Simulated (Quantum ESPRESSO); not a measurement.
# CoSi2(111), stepped through the number of trilayers, part 7 of 8

What law, if any, do the results for CoSi2(111) follow against the number of trilayers?

Quantum ESPRESSO 7.5; plane-wave DFT, PBE, GBRV ultrasoft pseudopotentials.

So far. Step 7 (Self-consistent run, 3 trilayers): Inside the slab this potential holds the local part of the pseudopotentials, which can be repulsive at the nuclei; only its value in the vacuum has a meaning of its own. Step 8 (Relaxing the ions, 6 trilayers): The relaxation lowers the energy by 4 meV an atom. On the free atoms the largest force ends at 0.025 eV/Å.

## 9. SCF with pw.x, 6 trilayers

m4.esm.in

```
&control
  prefix = 'm4.esm'
  outdir = './out'
  pseudo_dir = './pseudo'
  calculation = 'scf'
  tprnfor = .true.
/
&system
  ibrav = 0
  nat = 18
  ntyp = 2
  ecutwfc = 40
  ecutrho = 200
  occupations = 'smearing'
  smearing = 'mv'
  degauss = 0.02
  assume_isolated = 'esm'
  esm_bc = 'bc1'
/
&electrons
  conv_thr = 1e-08
  mixing_beta = 0.25
  electron_maxstep = 160
  mixing_mode = 'local-TF'
  mixing_ndim = 12
/
ATOMIC_SPECIES
  Si  28.0850  si_pbe_v1.uspp.F.UPF
  Co  58.9332  co_pbe_v1.2.uspp.F.UPF
CELL_PARAMETERS angstrom
  3.78698640100000 0.00000000000000 0.00000000000000
  -1.89349320050000 3.27962642722956 0.00000000000000
  0.00000000000000 0.00000000000000 33.00050596294824
ATOMIC_POSITIONS crystal
  Si  0.666666666700 0.333333333300 -0.254528018300
  Co  0.000000000000 0.000000000000 -0.234538436400
  Si  0.333333333300 0.666666666700 -0.210966343300
  Si  0.000000000000 0.000000000000 -0.164450371300
  Co  0.333333333300 0.666666666700 -0.140607999300
  Si  0.666666666700 0.333333333300 -0.117345397700
  Si  0.333333333300 0.666666666700 -0.070288551900
  Co  0.666666666700 0.333333333300 -0.046859034600
  Si  0.000000000000 0.000000000000 -0.023429517300
  Si  0.666666666700 0.333333333300 0.023429517300
  Co  0.000000000000 0.000000000000 0.046859034600
  Si  0.333333333300 0.666666666700 0.070288551900
  Si  0.000000000000 0.000000000000 0.117345397700
  Co  0.333333333300 0.666666666700 0.140607999300
  Si  0.666666666700 0.333333333300 0.164450371300
  Si  0.333333333300 0.666666666700 0.210966343300
  Co  0.666666666700 0.333333333300 0.234538436400
  Si  0.000000000000 0.000000000000 0.254528018300
K_POINTS automatic
  12 12 1 0 0 0
```

Command:

```bash
> OMP_NUM_THREADS=1 mpirun -n 8 pw.x -nk 8 -in m4.esm.in > m4.esm.out
```

Log:

```text
[banner, memory and clock lines left out]
Program PWSCF v.7.5 starts
[...]
Message from routine setup:
[...]
number of electrons       =       150.00
     number of Kohn-Sham states=           90
     kinetic-energy cutoff     =      40.0000  Ry
     charge density cutoff     =     200.0000  Ry
[...]
number of k points=    19  Marzari-Vanderbilt smearing, width (Ry)=  0.0200
[...]
Dense  grid:   131867 G-vectors     FFT dimensions: (  36,  36, 288)
[...]
negative rho (up, down):  8.843E-04 0.000E+00
     Starting wfcs are  126 randomized atomic wfcs
[...]
negative rho (up, down):  9.431E-03 0.000E+00
[...]
estimated scf accuracy    <      89.49986190 Ry
[...]
negative rho (up, down):  1.534E-02 0.000E+00
[...]
estimated scf accuracy    <      18.98466654 Ry
[...]
negative rho (up, down):  1.124E-02 0.000E+00
[...]
estimated scf accuracy    <       8.51471457 Ry
[...]
negative rho (up, down):  9.585E-03 0.000E+00
[...]
estimated scf accuracy    <       2.23456654 Ry
[...]
negative rho (up, down):  1.060E-02 0.000E+00
[...]
estimated scf accuracy    <       0.86148124 Ry
[...]
negative rho (up, down):  4.126E-03 0.000E+00
[...]
estimated scf accuracy    <       0.65635311 Ry
[...]
negative rho (up, down):  3.460E-03 0.000E+00
[...]
estimated scf accuracy    <       0.07095306 Ry
[...]
negative rho (up, down):  3.511E-03 0.000E+00
[...]
estimated scf accuracy    <       0.39097361 Ry
[...]
negative rho (up, down):  2.532E-03 0.000E+00
[...]
estimated scf accuracy    <       0.42938782 Ry
[...]
negative rho (up, down):  2.879E-03 0.000E+00
[...]
estimated scf accuracy    <       0.22509099 Ry
[...]
negative rho (up, down):  8.702E-04 0.000E+00
[...]
estimated scf accuracy    <       0.24236545 Ry
[...]
negative rho (up, down):  3.216E-04 0.000E+00
[...]
estimated scf accuracy    <       0.23030984 Ry
[...]
negative rho (up, down):  1.071E-03 0.000E+00
[...]
estimated scf accuracy    <       0.00000181 Ry
[...]
negative rho (up, down):  1.095E-03 0.000E+00
[...]
estimated scf accuracy    <       0.00000126 Ry
[...]
negative rho (up, down):  1.067E-03 0.000E+00
[...]
estimated scf accuracy    <       0.00000036 Ry
[...]
negative rho (up, down):  1.065E-03 0.000E+00
[...]
estimated scf accuracy    <       0.00000171 Ry
[...]
negative rho (up, down):  1.077E-03 0.000E+00
[...]
estimated scf accuracy    <       0.00000058 Ry
[...]
negative rho (up, down):  1.079E-03 0.000E+00
[...]
estimated scf accuracy    <       0.00000005 Ry
[...]
negative rho (up, down):  1.086E-03 0.000E+00
[...]
estimated scf accuracy    <       0.00000005 Ry
[...]
negative rho (up, down):  1.098E-03 0.000E+00
[...]
estimated scf accuracy    <       0.00000001 Ry
[...]
negative rho (up, down):  1.093E-03 0.000E+00
[...]
estimated scf accuracy    <       0.00000002 Ry
[...]
negative rho (up, down):  1.090E-03 0.000E+00
[...]
the Fermi energy is    -5.0650 ev
!    total energy              =   -1906.52004609 Ry
     estimated scf accuracy    <          2.8E-09 Ry
     smearing contrib. (-TS)   =       0.00484913 Ry
     internal energy E=F+TS    =   -1906.52489521 Ry
[...]
one-electron contribution =   72433.46286731 Ry
     hartree contribution      =  -36236.06452429 Ry
     xc contribution           =    -249.05454468 Ry
     ewald contribution        =  -37854.86869356 Ry
     convergence has been achieved in  51 iterations
     negative rho (up, down):  1.090E-03 0.000E+00
[...]
Total force =     0.004061     Total SCF correction =     0.000205
[...]
```

Run time: 17 min. Hardware: 8 MPI ranks of Arm Neoverse N1, shared host; peak memory 2.5 GiB; 2.3 h of CPU time.

This step gave:

- Fermi energy: -5.065 eV
- vacuum line at the lower end of the cell, over the Fermi level: 5.065 eV
- vacuum line at the upper end of the cell, over the Fermi level: 5.065 eV

Inside the slab this potential holds the local part of the pseudopotentials, which can be repulsive at the nuclei; only its value in the vacuum has a meaning of its own.

## 10. Relaxing the ions, 7 trilayers

System of this step: CoSi2(111), 7 trilayers. The cell holds 21 atoms: 14 Si and 7 Co. Cell: a = 3.787 Å, b = 3.787 Å, c = 36.093 Å, α = 90.0°, β = 90.0°, γ = 120.0°. It derives from CoSi2. Vacuum lies along c.

m5.relax.in

```
&control
  prefix = 'm5.relax'
  outdir = './out'
  pseudo_dir = './pseudo'
  nstep = 40
  forc_conv_thr = 0.001
  calculation = 'relax'
/
&system
  ibrav = 0
  nat = 21
  ntyp = 2
  ecutwfc = 40
  ecutrho = 200
  occupations = 'smearing'
  smearing = 'mv'
  degauss = 0.02
/
&electrons
  conv_thr = 1e-08
  mixing_beta = 0.4
  electron_maxstep = 120
  mixing_mode = 'local-TF'
/
&ions
/
ATOMIC_SPECIES
  Si  28.0850  si_pbe_v1.uspp.F.UPF
  Co  58.9332  co_pbe_v1.2.uspp.F.UPF
CELL_PARAMETERS angstrom
  3.78698640100000 0.00000000000000 0.00000000000000
  -1.89349320050000 3.27962642722956 0.00000000000000
  0.00000000000000 0.00000000000000 36.09324966494823
ATOMIC_POSITIONS crystal
  Si  0.666666666700 0.333333333300 0.221515321430
  Co  0.000000000000 0.000000000000 0.242937219781
  Si  0.333333333300 0.666666666700 0.264359118133
  Si  0.000000000000 0.000000000000 0.307202914836
  Co  0.333333333300 0.666666666700 0.328624813188
  Si  0.666666666700 0.333333333300 0.350046711539
  Si  0.333333333300 0.666666666700 0.392890508242 0 0 0
  Co  0.666666666700 0.333333333300 0.414312406594 0 0 0
  Si  0.000000000000 0.000000000000 0.435734304945 0 0 0
  Si  0.666666666700 0.333333333300 0.478578101648 0 0 0
  Co  0.000000000000 0.000000000000 0.500000000000 0 0 0
  Si  0.333333333300 0.666666666700 0.521421898352 0 0 0
  Si  0.000000000000 0.000000000000 0.564265695055 0 0 0
  Co  0.333333333300 0.666666666700 0.585687593406 0 0 0
  Si  0.666666666700 0.333333333300 0.607109491758 0 0 0
  Si  0.333333333300 0.666666666700 0.649953288461
  Co  0.666666666700 0.333333333300 0.671375186812
  Si  0.000000000000 0.000000000000 0.692797085164
  Si  0.666666666700 0.333333333300 0.735640881867
  Co  0.000000000000 0.000000000000 0.757062780219
  Si  0.333333333300 0.666666666700 0.778484678570
K_POINTS automatic
  12 12 1 0 0 0
```

Command:

```bash
> OMP_NUM_THREADS=1 mpirun -n 8 pw.x -nk 8 -in m5.relax.in > m5.relax.out
```

Log:

```text
[banner, memory and clock lines left out]
Program PWSCF v.7.5 starts
[...]
Message from routine setup:
[...]
number of electrons       =       175.00
     number of Kohn-Sham states=          106
     kinetic-energy cutoff     =      40.0000  Ry
     charge density cutoff     =     200.0000  Ry
[...]
number of k points=    19  Marzari-Vanderbilt smearing, width (Ry)=  0.0200
[...]
Dense  grid:   144313 G-vectors     FFT dimensions: (  36,  36, 320)
[...]
negative rho (up, down):  8.568E-04 0.000E+00
     Starting wfcs are  147 randomized atomic wfcs
[...]
negative rho (up, down):  7.961E-03 0.000E+00
[...]
estimated scf accuracy    <     117.75866617 Ry
[...]
negative rho (up, down):  1.508E-03 0.000E+00
[...]
estimated scf accuracy    <      13.58340186 Ry
[...]
negative rho (up, down):  3.141E-04 0.000E+00
[...]
estimated scf accuracy    <       0.85882025 Ry
[...]
negative rho (up, down):  7.674E-06 0.000E+00
[...]
estimated scf accuracy    <       0.22232823 Ry
[...]
negative rho (up, down):  1.851E-06 0.000E+00
[...]
estimated scf accuracy    <       0.31616209 Ry
[...]
negative rho (up, down):  5.527E-07 0.000E+00
[...]
estimated scf accuracy    <       0.03692386 Ry
[...]
negative rho (up, down):  1.067E-07 0.000E+00
[...]
estimated scf accuracy    <       0.01607883 Ry
[...]
estimated scf accuracy    <       0.00454829 Ry
[...]
estimated scf accuracy    <       0.00596182 Ry
[...]
estimated scf accuracy    <       0.00432042 Ry
[...]
negative rho (up, down):  5.271E-06 0.000E+00
[...]
estimated scf accuracy    <       0.00101307 Ry
[...]
negative rho (up, down):  8.343E-05 0.000E+00
[...]
estimated scf accuracy    <       0.00039254 Ry
[...]
negative rho (up, down):  1.771E-03 0.000E+00
[...]
estimated scf accuracy    <       0.00060873 Ry
[...]
negative rho (up, down):  1.412E-03 0.000E+00
[...]
estimated scf accuracy    <       0.00029892 Ry
[...]
negative rho (up, down):  9.184E-04 0.000E+00
[...]
estimated scf accuracy    <       0.00004698 Ry
[...]
negative rho (up, down):  9.155E-04 0.000E+00
[...]
estimated scf accuracy    <       0.00002355 Ry
[...]
negative rho (up, down):  1.009E-03 0.000E+00
[...]
estimated scf accuracy    <       0.00000443 Ry
[...]
negative rho (up, down):  1.034E-03 0.000E+00
[...]
estimated scf accuracy    <       0.00000601 Ry
[...]
negative rho (up, down):  1.046E-03 0.000E+00
[...]
estimated scf accuracy    <       0.00000043 Ry
[...]
negative rho (up, down):  1.052E-03 0.000E+00
[...]
estimated scf accuracy    <       0.00000004 Ry
[...]
negative rho (up, down):  1.055E-03 0.000E+00
[...]
estimated scf accuracy    <       0.00000005 Ry
[...]
negative rho (up, down):  1.054E-03 0.000E+00
[...]
the Fermi energy is     5.6694 ev
!    total energy              =   -2224.29738936 Ry
     estimated scf accuracy    <          5.7E-10 Ry
     smearing contrib. (-TS)   =       0.00804436 Ry
     internal energy E=F+TS    =   -2224.30543372 Ry
[...]
one-electron contribution =  -17736.26212607 Ry
     hartree contribution      =    8914.65922172 Ry
     xc contribution           =    -290.52599494 Ry
     ewald contribution        =    6887.82346557 Ry
     convergence has been achieved in  22 iterations
     negative rho (up, down):  1.054E-03 0.000E+00
[...]
Total force =     0.045480     Total SCF correction =     0.000075
[...]
negative rho (up, down):  1.061E-03 0.000E+00
[...]
negative rho (up, down):  1.219E-03 0.000E+00
[...]
estimated scf accuracy    <       0.01209666 Ry
[...]
negative rho (up, down):  1.356E-03 0.000E+00
[...]
estimated scf accuracy    <       0.00234920 Ry
[...]
negative rho (up, down):  1.697E-03 0.000E+00
[...]
estimated scf accuracy    <       0.00432900 Ry
[...]
negative rho (up, down):  1.708E-03 0.000E+00
[...]
estimated scf accuracy    <       0.00005037 Ry
[...]
negative rho (up, down):  1.729E-03 0.000E+00
[...]
estimated scf accuracy    <       0.00002979 Ry
[...]
negative rho (up, down):  1.764E-03 0.000E+00
[...]
estimated scf accuracy    <       0.00002352 Ry
[...]
negative rho (up, down):  1.687E-03 0.000E+00
[...]
estimated scf accuracy    <       0.00001555 Ry
[...]
negative rho (up, down):  1.405E-03 0.000E+00
[...]
estimated scf accuracy    <       0.00000771 Ry
[...]
negative rho (up, down):  1.301E-03 0.000E+00
[...]
estimated scf accuracy    <       0.00000084 Ry
[...]
negative rho (up, down):  1.153E-03 0.000E+00
[...]
estimated scf accuracy    <       0.00000103 Ry
[...]
negative rho (up, down):  1.094E-03 0.000E+00
[...]
estimated scf accuracy    <       0.00000016 Ry
[...]
negative rho (up, down):  1.078E-03 0.000E+00
[...]
estimated scf accuracy    <       0.00000001 Ry
[...]
negative rho (up, down):  1.061E-03 0.000E+00
[...]
the Fermi energy is     5.6592 ev
!    total energy              =   -2224.29921356 Ry
     estimated scf accuracy    <          4.1E-09 Ry
     smearing contrib. (-TS)   =       0.00792976 Ry
     internal energy E=F+TS    =   -2224.30714332 Ry
[...]
one-electron contribution =  -17724.97981268 Ry
     hartree contribution      =    8908.94102401 Ry
     xc contribution           =    -290.53442655 Ry
     ewald contribution        =    6882.26607190 Ry
     convergence has been achieved in  13 iterations
     negative rho (up, down):  1.061E-03 0.000E+00
[...]
Total force =     0.035055     Total SCF correction =     0.000073
[...]
negative rho (up, down):  1.065E-03 0.000E+00
[...]
negative rho (up, down):  1.217E-03 0.000E+00
[...]
estimated scf accuracy    <       0.01689726 Ry
[...]
negative rho (up, down):  1.368E-03 0.000E+00
[...]
estimated scf accuracy    <       0.00250872 Ry
[...]
negative rho (up, down):  1.678E-03 0.000E+00
[...]
estimated scf accuracy    <       0.00568511 Ry
[...]
negative rho (up, down):  1.704E-03 0.000E+00
[...]
estimated scf accuracy    <       0.00004467 Ry
[...]
negative rho (up, down):  1.730E-03 0.000E+00
[...]
estimated scf accuracy    <       0.00002574 Ry
[...]
negative rho (up, down):  1.744E-03 0.000E+00
[...]
estimated scf accuracy    <       0.00002325 Ry
[...]
negative rho (up, down):  1.671E-03 0.000E+00
[...]
estimated scf accuracy    <       0.00001044 Ry
[...]
negative rho (up, down):  1.419E-03 0.000E+00
[...]
estimated scf accuracy    <       0.00000408 Ry
[...]
negative rho (up, down):  1.299E-03 0.000E+00
[...]
estimated scf accuracy    <       0.00000142 Ry
[...]
negative rho (up, down):  1.143E-03 0.000E+00
[...]
estimated scf accuracy    <       0.00000094 Ry
[...]
negative rho (up, down):  1.112E-03 0.000E+00
[...]
estimated scf accuracy    <       0.00000043 Ry
[...]
negative rho (up, down):  1.087E-03 0.000E+00
[...]
estimated scf accuracy    <       0.00000003 Ry
[...]
negative rho (up, down):  1.077E-03 0.000E+00
[...]
estimated scf accuracy    <       0.00000001 Ry
[...]
negative rho (up, down):  1.067E-03 0.000E+00
[...]
estimated scf accuracy    <          3.1E-09 Ry
[...]
negative rho (up, down):  1.064E-03 0.000E+00
[...]
the Fermi energy is     5.6493 ev
!    total energy              =   -2224.30063571 Ry
     estimated scf accuracy    <          8.0E-10 Ry
     smearing contrib. (-TS)   =       0.00779324 Ry
     internal energy E=F+TS    =   -2224.30842895 Ry
[...]
one-electron contribution =  -17713.94669453 Ry
     hartree contribution      =    8903.34729810 Ry
     xc contribution           =    -290.54465123 Ry
     ewald contribution        =    6876.83561871 Ry
     convergence has been achieved in  15 iterations
     negative rho (up, down):  1.064E-03 0.000E+00
[...]
Total force =     0.025501     Total SCF correction =     0.000074
[...]
the Fermi energy is     5.6322 ev
!    total energy              =   -2224.30293234 Ry
     estimated scf accuracy    <          2.2E-11 Ry
     smearing contrib. (-TS)   =       0.00718595 Ry
     internal energy E=F+TS    =   -2224.31011829 Ry
[...]
one-electron contribution =  -17763.34486511 Ry
     hartree contribution      =    8927.84729678 Ry
     xc contribution           =    -290.62901541 Ry
     ewald contribution        =    6901.81646545 Ry
     convergence has been achieved in  16 iterations
     negative rho (up, down):  1.040E-03 0.000E+00
[...]
Total force =     0.003582     Total SCF correction =     0.000013
[...]
negative rho (up, down):  1.045E-03 0.000E+00
[...]
negative rho (up, down):  9.937E-04 0.000E+00
[...]
estimated scf accuracy    <       0.01588745 Ry
[...]
negative rho (up, down):  9.430E-04 0.000E+00
[...]
estimated scf accuracy    <       0.00144539 Ry
[...]
negative rho (up, down):  8.619E-04 0.000E+00
[...]
estimated scf accuracy    <       0.00535336 Ry
[...]
negative rho (up, down):  8.512E-04 0.000E+00
[...]
estimated scf accuracy    <       0.00007103 Ry
[...]
negative rho (up, down):  8.440E-04 0.000E+00
[...]
estimated scf accuracy    <       0.00000848 Ry
[...]
negative rho (up, down):  8.286E-04 0.000E+00
[...]
estimated scf accuracy    <       0.00000513 Ry
[...]
negative rho (up, down):  8.367E-04 0.000E+00
[...]
estimated scf accuracy    <       0.00000507 Ry
[...]
negative rho (up, down):  8.745E-04 0.000E+00
[...]
estimated scf accuracy    <       0.00000140 Ry
[...]
negative rho (up, down):  9.405E-04 0.000E+00
[...]
estimated scf accuracy    <       0.00000291 Ry
[...]
negative rho (up, down):  9.680E-04 0.000E+00
[...]
estimated scf accuracy    <       0.00000014 Ry
[...]
negative rho (up, down):  1.017E-03 0.000E+00
[...]
estimated scf accuracy    <       0.00000006 Ry
[...]
negative rho (up, down):  1.033E-03 0.000E+00
[...]
estimated scf accuracy    <       0.00000005 Ry
[...]
negative rho (up, down):  1.040E-03 0.000E+00
[...]
estimated scf accuracy    <          3.1E-09 Ry
[...]
negative rho (up, down):  1.044E-03 0.000E+00
[...]
estimated scf accuracy    <          4.1E-09 Ry
[...]
negative rho (up, down):  1.046E-03 0.000E+00
[...]
estimated scf accuracy    <          5.4E-10 Ry
[...]
negative rho (up, down):  1.046E-03 0.000E+00
[...]
```

Wall time 1.6 h (8 MPI ranks); peak memory 3.1 GiB; 13 h of CPU time.

The steps of the relaxation:

```csv
step,energy less that of the first step (eV),largest force (eV/Å)
1,0.0000,0.6416
2,-0.0248,0.5237
3,-0.0442,0.4012
4,-0.0618,0.2283
5,-0.0696,0.1510
6,-0.0713,0.1378
7,-0.0732,0.0759
8,-0.0738,0.0463
9,-0.0740,0.0420
10,-0.0743,0.0407
11,-0.0747,0.0331
12,-0.0752,0.0419
13,-0.0754,0.0489
14,-0.0757,0.0462
15,-0.0761,0.0267
16,-0.0762,0.0135
```

The atoms that moved most (Å):

```csv
atom,dx,dy,dz,length
Si21,0.000,0.000,-0.115,0.115
Si1,0.000,0.000,0.115,0.115
Si16,0.000,0.000,0.009,0.009
Si6,0.000,0.000,-0.009,0.009
Si4,0.000,0.000,-0.009,0.009
Si18,0.000,0.000,0.009,0.009
```

The relaxation lowers the energy by 4 meV an atom. On the free atoms the largest force ends at 0.013 eV/Å.

Read from the output:

| Property | Result |
| --- | --- |
| free energy | -30263.1838 eV |
| Fermi energy | 5.630 eV |

(Continued in part 8 of 8.)

[Logs are printed without paths, hosts, clocks, repeated set-up lines and the standing remarks that a program may print on its own settings, such as how far it seeks lower states.]

[Hosts, paths, dates, database ids (printed as entryN), source tags and the programs' standing remarks are cut or masked in the printed files.]

[Maps of the electrostatic potential energy from Ansatz leave out the sawtooth potential of an applied field or a dipole correction, so their vacuum need not be flat; planar profiles and work functions include it.]
